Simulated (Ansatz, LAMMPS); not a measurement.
# Elastic response of a frame of amorphous poly(p-phenylene) (as short chains C38H30) from 300 K (136 atoms), part 2 of 3

Aim: relax a frame of amorphous poly(p-phenylene) (as short chains C38H30) from 300 K (136 atoms), then change its volume and shape to read moduli from the stress.

Ansatz 0.2.0; Kohn-Sham DFT, PBE+D3(BJ), PAW (set soft_2), plane waves.

The cell: 76 C and 60 H. The network of contacts between molecules at the start is that of the classical potential that made the cell. The Brillouin zone is sampled at Γ only.

So far. Step 2 (Single point at the start): The r.m.s. force at the start is 0.97 eV/Å. Step 3 (Cell and atoms relaxed): The relaxation converged after 29 steps, with a largest force component of 0.0078 eV/Å.

## (4) Single point at the relaxed geometry

One more single point at the end of the walk gives the fuller output and checks the residual forces.

The input, input.yaml:

```yaml
crystal:
  lattice:
    - [11.57075, -0.12148, -0.10877]
    - [-0.12148, 10.43371, -0.08235]
    - [-0.10877, -0.08235, 11.1851]
  atoms:
    - { symbol: C, position: [0.42116, 0.7841, 0.82252] }
    - { symbol: C, position: [0.3432, 0.89412, 0.84713] }
    - { symbol: C, position: [0.28603, 0.9047, 0.95612] }
    - { symbol: C, position: [0.21299, 0.00579, 0.97946] }
    - { symbol: C, position: [0.19394, 0.10143, 0.89438] }
    - { symbol: C, position: [0.2516, 0.09076, 0.78545] }
    [... 124 atom lines left out ...]
    - { symbol: H, position: [0.91145, 0.28392, 0.34027] }
    - { symbol: H, position: [0.73957, 0.20984, 0.66945] }
    - { symbol: H, position: [0.62353, 0.40325, 0.64218] }
    - { symbol: H, position: [0.86116, 0.0296, 0.47724] }
    - { symbol: H, position: [0.91159, 0.08885, 0.61764] }
    - { symbol: H, position: [0.9897, 0.12539, 0.4861] }
kpoints:
  mp_grid: { grid: [1, 1, 1] }
hamiltonian:
  xc: pbe
  dispersion: d3bj
scf:
  occupations: { method: fixed }
output:
  forces: true
  stress: true
  populations: true
  dos:
    method: { smearing: { sigma: 0.15 } }
    de: 0.1
    projected: { site_lists: { C: [C], H: [H] } }
  eigenvalues: true
  write_density: true
  write_potential: true
  volumetric_format: npy
```

Command:

```sh
$ ansatz run input.yaml --threads 4 --pin off --max-ram 8192MiB --backend cpu --events-out ev --progress --plain --runs-dir out
```

Numbers of over 12 decimals in the logs are rounded to 6 here.

Output:

```text
[...]
Crystal: 136 atoms, lattice volume = 1349.962 Å³
Basis set: ecut = 420 eV, 26403 PW (Γ), exchange–correlation on 160×144×150 points (8 copies of the dense FFT grid, shifted against one another)
Bands: 318, of which v1, the nominal top of the filled ones, is band 182 counted from 1 (181 counted from 0)
Symmetry: 1 space group operations
[...]
k-points: 1
[...]
SCF iter   1: F=—  HF=-20036.161924 eV  |F-HF|=—  |Δ(HF+E_count)|=         —  Δρ=3.26e-3  dr2=1.97e-1  ethr=1.77e-3  ⟨swp⟩=4.0  Hψ=1100  notcnv=0  defer=132
[...]
SCF iter   9: F=-20036.161817 eV  HF=-20036.161817 eV  |F-HF|=1.13e-9  |Δ(HF+E_count)|=   8.00e-8  Δρ=1.12e-6  dr2=2.78e-8  ethr=2.75e-11  ⟨swp⟩=23.0  Hψ=3195  notcnv=0
SCF 1 converged in 9 iterations: F = -20036.161817 eV  dr2 = 2.78e-8
[...]
WARN: The input density's exchange-correlation potential varies sharply where the density is thin. Do not read a vacuum level from v_tot or v_xc, or from such a field of the output density. On a cell that repeats whose density bears no net charge and no dipole along the vacuum's axis use v_es (v_loc + v_h of the components); [...]
SCF converged after 9 iterations
Free energy (F): -20036.161817 eV
[...]
Internal energy: -20036.161817 eV  (E = F + TS)
E sigma→0 (E₀):  -20036.161817 eV
Fermi energy:    0.897784 eV
[...]
--- Forces (eV/Å), atoms counted from 1 ---
  atom   1  C     -0.00746656     0.00613903     0.00248608
  atom   2  C      0.00167381     0.00041950     0.00196829
  atom   3  C      0.00624559     0.00076649    -0.00205108
  atom   4  C     -0.00424060    -0.00328314     0.00334593
  atom   5  C      0.00252773     0.00061613    -0.00510092
  atom   6  C     -0.00220874     0.00326576     0.00421100
  atom   7  C     -0.00512754    -0.00473239     0.00314467
  atom   8  C     -0.00135248     0.00029257    -0.00159652
  atom   9  C     -0.00032163     0.00353327     0.00103890
  atom  10  C      0.00554176    -0.00479715     0.00002665
  atom  11  C     -0.00231545    -0.00185232     0.00019752
  atom  12  C     -0.00282229     0.00404117    -0.00327322
  atom  13  C      0.00067660    -0.00369058     0.00629862
  atom  14  C      0.00040540     0.00345104    -0.00494782
[...]
atom 135  H      0.00286255    -0.00001467     0.00228230
  atom 136  H     -0.00297188    -0.00169795    -0.00298953
  max |Σ_I F_I| component: 4.49e-5 eV/Å
--- Stress (GPa, compression-positive) ---
        0.038325       0.002918      -0.007223
        0.002913      -0.038159      -0.002072
       -0.007222      -0.002073       0.013241
  P = ⅓ Tr σ = 0.0045 GPa (0.045 kbar)
--- Band table (eV) ---
[...]
--- Löwdin populations: 136 sites ---
  site symbol       q [e]
     0      C      4.4629
     1      C      3.9434
     2      C      4.1317
[...]
135      H      0.8172
  spilling = 0.011264 (of n_electrons = 364.000000)
```

It took 10 s on 4 threads of Intel Xeon Platinum 8559C (Emerald Rapids), shared host; peak memory 1.5 GiB.

The program notes that the exchange-correlation potential is rough where the density is thin.

Read from the output:

```
free energy                                      : -20036.1618 eV
free energy per atom                             : -147.3247 eV/atom
SCF cycles                                       : 9
pressure                                         : 0.004469 GPa
r.m.s. force component                           : 0.00231 eV/Å
longest force                                    : 0.00998 eV/Å
Fermi energy                                     : 0.8978 eV
gap (highest filled to lowest empty level) : 2.68 eV
spilling of the projection                       : 0.01126
```

## (5) Volume -3 %

The relaxed cell is scaled evenly and the atoms are relaxed again; the stress at the end gives one point of P(V).

input.yaml, the sections that differ from step 4:

```yaml
crystal:
  lattice:
    - [11.45387, -0.12025, -0.10767]
    - [-0.12025, 10.32831, -0.08152]
    - [-0.10767, -0.08152, 11.07211]
  atoms:
    [... the 136 atom lines of step 4 ...]
output:
  forces: true
  eigenvalues: true
  stress: true
relax:
  f_tol: 0.05
  max_steps: 70
# kpoints, hamiltonian, scf: as in step 4
```

Output:

```text
Warning: output.stress: scf.convergence.dr2_threshold = 1e-7 eV (the SCF's general default) is looser than the 1.08e-8 eV advised for a printed stress (1e-10 eV for each atom of the cell: 136, of which 108 are counted). What an SCF threshold leaves in a stress goes as its square root, and in the free energy as the threshold itself, and one threshold admits the most on a small cell: [...]
[...]
Crystal: 136 atoms, lattice volume = 1309.463 Å³
Basis set: ecut = 420 eV, 25591 PW (Γ), exchange–correlation on 160×144×150 points (8 copies of the dense FFT grid, shifted against one another)
Bands: 318, of which v1, the nominal top of the filled ones, is band 182 counted from 1 (181 counted from 0)
Symmetry: 1 space group operations
[...]
k-points: 1
[...]
SCF iter   1: F=—  HF=-20035.608847 eV  |F-HF|=—  |Δ(HF+E_count)|=         —  Δρ=3.45e-3  dr2=2.11e-1  ethr=1.77e-3  ⟨swp⟩=5.0  Hψ=1101  notcnv=0  defer=134
[...]
SCF iter   6: F=-20035.604172 eV  HF=-20035.604169 eV  |F-HF|=2.71e-6  |Δ(HF+E_count)|=   2.20e-5  Δρ=2.82e-5  dr2=1.36e-5  ethr=1.72e-8  ⟨swp⟩=18.0  Hψ=2474  notcnv=0
SCF 1 converged in 6 iterations: F = -20035.604172 eV  dr2 = 1.36e-5
[...]
relax step   1: F+E_penalty+E_count = -20035.60417195 eV  Δ(F+E_penalty+E_count) = +0.000e0 eV  max|allowed force component| = 3.884e-1 eV/Å  Δτ_max = 0.0000 Å  (6 SCF iters, dr2 threshold 6.25e-5 eV, accepted)
[...]
relax step   2: F+E_penalty+E_count = -20036.07545930 eV  Δ(F+E_penalty+E_count) = -4.713e-1 eV  max|allowed force component| = 1.098e-1 eV/Å  Δτ_max = 0.0840 Å  (7 SCF iters, dr2 threshold 9.43e-6 eV, accepted)
[...]
relax step   3: F+E_penalty+E_count = -20036.11925661 eV  Δ(F+E_penalty+E_count) = -4.380e-2 eV  max|allowed force component| = 2.966e-2 eV/Å  Δτ_max = 0.0742 Å  (9 SCF iters, accepted)
relax step   4: F+E_penalty+E_count = -20036.11754470 eV  Δ(F+E_penalty+E_count) = +1.712e-3 eV  max|allowed force component| = 5.139e-2 eV/Å  Δτ_max = 0.0603 Å  (8 SCF iters, rejected (line search))
[...]
relax step   5: F+E_penalty+E_count = -20036.12489735 eV  Δ(F+E_penalty+E_count) = -5.641e-3 eV  max|allowed force component| = 1.122e-2 eV/Å  Δτ_max = 0.0298 Å  (8 SCF iters, accepted)
SCF converged after 8 iterations
Free energy (F): -20036.124897 eV
[...]
Internal energy: -20036.124897 eV  (E = F + TS)
E sigma→0 (E₀):  -20036.124897 eV
Fermi energy:    1.102974 eV
[...]
--- Forces (eV/Å), atoms counted from 1 ---
  atom   1  C      0.00663023    -0.00229147    -0.00446795
  atom   2  C     -0.00084954     0.00468851     0.00006513
  atom   3  C      0.00041874     0.00170256     0.00200219
  atom   4  C     -0.00105173    -0.00054359    -0.00007883
  atom   5  C      0.00017040    -0.00411759     0.00036986
  atom   6  C     -0.00310911     0.00114433    -0.00081026
  atom   7  C     -0.00213397    -0.00221837    -0.00205206
  atom   8  C      0.00040717     0.00311291    -0.00200296
  atom   9  C     -0.00530492    -0.00396908     0.00296488
  atom  10  C     -0.00320563    -0.00448840    -0.00016775
  atom  11  C      0.00352598     0.00280710     0.00102500
  atom  12  C      0.00255166     0.00109506    -0.00047791
  atom  13  C      0.00177210     0.00276351     0.00162373
  atom  14  C     -0.00161462    -0.00152846    -0.00099701
[...]
atom 135  H      0.00345644     0.00417037    -0.00503120
  atom 136  H     -0.00681480    -0.00170155    -0.00373605
  max |Σ_I F_I| component: 5.57e-5 eV/Å
--- Stress (GPa, compression-positive) ---
        0.383451      -0.064530      -0.046576
       -0.064535       0.247029       0.030615
       -0.046575       0.030614       0.224718
  P = ⅓ Tr σ = 0.2851 GPa (2.851 kbar)
--- Band table (eV) ---
[...]
--- Relaxed structure (5 steps of the walk, 4 accepted, 0 SCFs on fresh bases) ---
  F+E_penalty+E_count = -20036.12489735 eV   max|allowed force component| = 1.122e-2 eV/Å
  atoms:
    - { symbol: C, position: [0.425097, 0.775306, 0.819793] }
    - { symbol: C, position: [0.346725, 0.886556, 0.844680] }
    - { symbol: C, position: [0.289235, 0.897479, 0.954868] }
    - { symbol: C, position: [0.216597, 0.000421584, 0.978953] }
[...]
- { symbol: H, position: [0.997337, 0.116495, 0.482171] }
```

Elapsed: 34 s, on 4 threads; peak memory 1.5 GiB.

The program notes that the SCF threshold is loose for the stress.

The relaxation converged after 5 steps, 0.521 eV below its start, with a largest force component of 0.011 eV/Å.

Volume -3 %: the energy stands 0.0369 eV above that of the reference, at a pressure of 0.285 GPa.

## (6) Volume +3 %

The relaxed cell is scaled to another volume.

Input and log are left out; they have the form of those shown for this kind of step.

Wall time 24 s (4 threads of Intel Xeon Platinum 8559C (Emerald Rapids), shared host); peak memory 1.6 GiB; 88 s of CPU time.

The relaxation converged after 3 steps, 0.472 eV below its start, with a largest force component of 0.024 eV/Å.

Volume +3 %: the energy stands 0.0316 eV above that of the reference, at a pressure of -0.191 GPa.

## (7) Volume -6 %

The relaxed cell is scaled to another volume.

Input and log are left out; they have the form of those shown for this kind of step.

Wall time 36 s (4 threads of Intel Xeon Platinum 8559C (Emerald Rapids), shared host); peak memory 1.5 GiB.

The relaxation converged after 5 steps, 2.16 eV below its start, with a largest force component of 0.035 eV/Å.

Volume -6 %: the energy stands 0.164 eV above that of the reference, at a pressure of 0.559 GPa.

## (8) Volume +6 %

The relaxed cell is scaled to another volume.

Input and log are left out; they have the form of those shown for this kind of step.

Wall time 35 s (4 threads of Intel Xeon Platinum 8559C (Emerald Rapids), shared host); peak memory 1.6 GiB.

The relaxation converged after 5 steps, 1.82 eV below its start, with a largest force component of 0.046 eV/Å.

Volume +6 %: the energy stands 0.109 eV above that of the reference, at a pressure of -0.265 GPa.

## (9) Volume -10 %

The relaxed cell is scaled to another volume.

Input and log are left out; they have the form of those shown for this kind of step.

It took 57 s on 4 threads of Intel Xeon Platinum 8559C (Emerald Rapids), shared host; peak memory 1.4 GiB.

The relaxation converged after 8 steps, 6.38 eV below its start, with a largest force component of 0.037 eV/Å.

Volume -10 %: the energy stands 0.521 eV above that of the reference, at a pressure of 1.48 GPa.

## (10) Stretched by 1 % along x

The relaxed cell is strained along x alone, which gives the stiffness along x and its coupling to y and z.

input.yaml, the sections that differ from step 5:

```yaml
crystal:
  lattice:
    - [11.68646, -0.12148, -0.10877]
    - [-0.12269, 10.43371, -0.08235]
    - [-0.10986, -0.08235, 11.1851]
  atoms:
    [... the 136 atom lines of step 4 ...]
# kpoints, hamiltonian, scf, output, relax: as in step 5
```

Output:

```text
[...]
Crystal: 136 atoms, lattice volume = 1363.461 Å³
Basis set: ecut = 420 eV, 26681 PW (Γ), exchange–correlation on 160×144×150 points (8 copies of the dense FFT grid, shifted against one another)
Bands: 318, of which v1, the nominal top of the filled ones, is band 182 counted from 1 (181 counted from 0)
Symmetry: 1 space group operations
[...]
k-points: 1
[...]
SCF iter   1: F=—  HF=-20036.014563 eV  |F-HF|=—  |Δ(HF+E_count)|=         —  Δρ=3.19e-3  dr2=1.90e-1  ethr=1.77e-3  ⟨swp⟩=4.0  Hψ=1092  notcnv=0  defer=132
[...]
SCF iter   6: F=-20036.016096 eV  HF=-20036.016093 eV  |F-HF|=2.35e-6  |Δ(HF+E_count)|=   1.83e-5  Δρ=2.79e-5  dr2=1.39e-5  ethr=1.72e-8  ⟨swp⟩=17.0  Hψ=2470  notcnv=0
SCF 1 converged in 6 iterations: F = -20036.016096 eV  dr2 = 1.39e-5
[...]
relax step   1: F+E_penalty+E_count = -20036.01609563 eV  Δ(F+E_penalty+E_count) = +0.000e0 eV  max|allowed force component| = 3.584e-1 eV/Å  Δτ_max = 0.0000 Å  (6 SCF iters, dr2 threshold 6.25e-5 eV, accepted)
[...]
relax step   2: F+E_penalty+E_count = -20036.14655863 eV  Δ(F+E_penalty+E_count) = -1.305e-1 eV  max|allowed force component| = 1.139e-1 eV/Å  Δτ_max = 0.0661 Å  (6 SCF iters, dr2 threshold 8.03e-6 eV, accepted)
[...]
relax step   3: F+E_penalty+E_count = -20035.86834076 eV  Δ(F+E_penalty+E_count) = +2.782e-1 eV  max|allowed force component| = 6.112e-1 eV/Å  Δτ_max = 0.1936 Å  (9 SCF iters, rejected (line search))
[...]
relax step   4: F+E_penalty+E_count = -20036.15893514 eV  Δ(F+E_penalty+E_count) = -1.238e-2 eV  max|allowed force component| = 2.536e-2 eV/Å  Δτ_max = 0.0318 Å  (9 SCF iters, accepted)
SCF converged after 9 iterations
Free energy (F): -20036.158935 eV
[...]
Internal energy: -20036.158935 eV  (E = F + TS)
E sigma→0 (E₀):  -20036.158935 eV
Fermi energy:    0.825047 eV
[...]
--- Forces (eV/Å), atoms counted from 1 ---
  atom   1  C     -0.00490913     0.00074728    -0.00033322
  atom   2  C      0.00186749    -0.00688400     0.00140719
  atom   3  C     -0.01024486     0.00087678    -0.00081875
  atom   4  C     -0.00153886    -0.00224594    -0.00255217
  atom   5  C     -0.00455632     0.01122264     0.00544186
  atom   6  C     -0.00224702    -0.00450992     0.00170345
  atom   7  C     -0.00550782    -0.00088918    -0.00324441
  atom   8  C      0.01054450    -0.01160588    -0.00651074
  atom   9  C     -0.00195428     0.00412076     0.00511544
  atom  10  C      0.00252045    -0.01042421    -0.00512912
  atom  11  C     -0.02535871     0.00234720     0.01096662
  atom  12  C     -0.00745176    -0.00878381    -0.00221821
  atom  13  C     -0.00285067    -0.00440468     0.00243683
  atom  14  C      0.01509270    -0.01484315    -0.00753009
[...]
atom 135  H      0.00245694    -0.00060798     0.00279884
  atom 136  H      0.00008731    -0.00319201    -0.00109846
  max |Σ_I F_I| component: 5.89e-5 eV/Å
--- Stress (GPa, compression-positive) ---
       -0.114916       0.058555       0.021087
        0.058550      -0.149884      -0.014897
        0.021088      -0.014898      -0.025102
  P = ⅓ Tr σ = -0.0966 GPa (-0.966 kbar)
--- Band table (eV) ---
[...]
--- Relaxed structure (4 steps of the walk, 3 accepted, 0 SCFs on fresh bases) ---
  F+E_penalty+E_count = -20036.15893514 eV   max|allowed force component| = 2.536e-2 eV/Å
  atoms:
    - { symbol: C, position: [0.418267, 0.790169, 0.824449] }
    - { symbol: C, position: [0.340413, 0.899662, 0.849139] }
    - { symbol: C, position: [0.283403, 0.909547, 0.957946] }
    - { symbol: C, position: [0.209734, 0.00954444, 0.980880] }
[...]
- { symbol: H, position: [0.986476, 0.127180, 0.483538] }
```

The job ended after 32 s (4 threads; peak memory 1.6 GiB; 1.9 min of CPU time).

The relaxation converged after 4 steps, 0.143 eV below its start, with a largest force component of 0.025 eV/Å.

Stretched by 1 % along x: the energy stands 0.00288 eV above that of the reference, at a pressure of -0.0966 GPa.

## (11) Compressed by 1 % along x

The relaxed cell is strained along x alone, which gives the stiffness along x and its coupling to y and z.

input.yaml, the sections that differ from step 10:

```yaml
crystal:
  lattice:
    - [11.45504, -0.12148, -0.10877]
    - [-0.12027, 10.43371, -0.08235]
    - [-0.10768, -0.08235, 11.1851]
  atoms:
    [... the 136 atom lines of step 4 ...]
# kpoints, hamiltonian, scf, output, relax: as in step 10
```

Output:

```text
[...]
Crystal: 136 atoms, lattice volume = 1336.462 Å³
Basis set: ecut = 420 eV, 26129 PW (Γ), exchange–correlation on 160×144×150 points (8 copies of the dense FFT grid, shifted against one another)
Bands: 318, of which v1, the nominal top of the filled ones, is band 182 counted from 1 (181 counted from 0)
Symmetry: 1 space group operations
[...]
k-points: 1
[...]
SCF iter   1: F=—  HF=-20036.002836 eV  |F-HF|=—  |Δ(HF+E_count)|=         —  Δρ=3.35e-3  dr2=2.06e-1  ethr=1.77e-3  ⟨swp⟩=4.0  Hψ=1100  notcnv=0  defer=133
[...]
SCF iter   5: F=—  HF=-20036.000817 eV  |F-HF|=—  |Δ(HF+E_count)|=   2.46e-4  Δρ=7.33e-5  dr2=1.25e-4  ethr=2.09e-7  ⟨swp⟩=2.0  Hψ=332  notcnv=0  defer=134
SCF iter   6: F=-20036.000839 eV  HF=-20036.000836 eV  |F-HF|=2.35e-6  |Δ(HF+E_count)|=   1.97e-5  Δρ=2.83e-5  dr2=1.40e-5  ethr=1.72e-8  ⟨swp⟩=17.0  Hψ=2467  notcnv=0
SCF 1 converged in 6 iterations: F = -20036.000839 eV  dr2 = 1.40e-5
[...]
relax step   1: F+E_penalty+E_count = -20036.00083871 eV  Δ(F+E_penalty+E_count) = +0.000e0 eV  max|allowed force component| = 3.828e-1 eV/Å  Δτ_max = 0.0000 Å  (6 SCF iters, dr2 threshold 6.25e-5 eV, accepted)
[...]
relax step   2: F+E_penalty+E_count = -20036.13856289 eV  Δ(F+E_penalty+E_count) = -1.377e-1 eV  max|allowed force component| = 1.146e-1 eV/Å  Δτ_max = 0.0695 Å  (6 SCF iters, dr2 threshold 9.16e-6 eV, accepted)
[...]
relax step   3: F+E_penalty+E_count = -20036.06340482 eV  Δ(F+E_penalty+E_count) = +7.516e-2 eV  max|allowed force component| = 3.725e-1 eV/Å  Δτ_max = 0.1463 Å  (8 SCF iters, rejected (line search))
[...]
relax step   4: F+E_penalty+E_count = -20036.15112514 eV  Δ(F+E_penalty+E_count) = -1.256e-2 eV  max|allowed force component| = 1.453e-2 eV/Å  Δτ_max = 0.0361 Å  (8 SCF iters, accepted)
SCF converged after 8 iterations
Free energy (F): -20036.151125 eV
[...]
Internal energy: -20036.151125 eV  (E = F + TS)
E sigma→0 (E₀):  -20036.151125 eV
Fermi energy:    0.975006 eV
[...]
Σ components = -20036.151125   (vs F -20036.151125, Δ=0.00e0)
--- Forces (eV/Å), atoms counted from 1 ---
  atom   1  C      0.00539430     0.00720409     0.00301922
  atom   2  C     -0.00032848     0.00435207    -0.00256684
  atom   3  C      0.01176637     0.00404350     0.00396863
  atom   4  C      0.00136343    -0.00051567     0.00230047
[...]
atom 136  H     -0.00835343    -0.00150426    -0.00193976
  max |Σ_I F_I| component: 3.79e-5 eV/Å
--- Stress (GPa, compression-positive) ---
        0.191572      -0.035634      -0.026296
       -0.035639       0.072844       0.018143
       -0.026295       0.018141       0.061710
  P = ⅓ Tr σ = 0.1087 GPa (1.087 kbar)
--- Band table (eV) ---
[...]
--- Relaxed structure (4 steps of the walk, 3 accepted, 0 SCFs on fresh bases) ---
  F+E_penalty+E_count = -20036.15112514 eV   max|allowed force component| = 1.453e-2 eV/Å
  atoms:
    - { symbol: C, position: [0.424013, 0.778152, 0.820618] }
    - { symbol: C, position: [0.345600, 0.888454, 0.844898] }
    - { symbol: C, position: [0.287798, 0.899435, 0.953806] }
    - { symbol: C, position: [0.215305, 0.00155084, 0.977417] }
[...]
- { symbol: H, position: [0.991815, 0.121509, 0.484108] }
```

It took 30 s on 4 threads; peak memory 1.6 GiB; 1.8 min of CPU time.

The relaxation converged after 4 steps, 0.150 eV below its start, with a largest force component of 0.015 eV/Å.

Compressed by 1 % along x: the energy stands 0.0107 eV above that of the reference, at a pressure of 0.109 GPa.

(Continued in part 3 of 3.)

[Logs are printed without paths, hosts, clocks, repeated set-up lines and the standing remarks that a program may print on its own settings, such as how far it seeks lower states.]

[Hosts, paths, dates, database ids (printed as entryN), source tags and the programs' standing remarks are cut or masked in the printed files.]
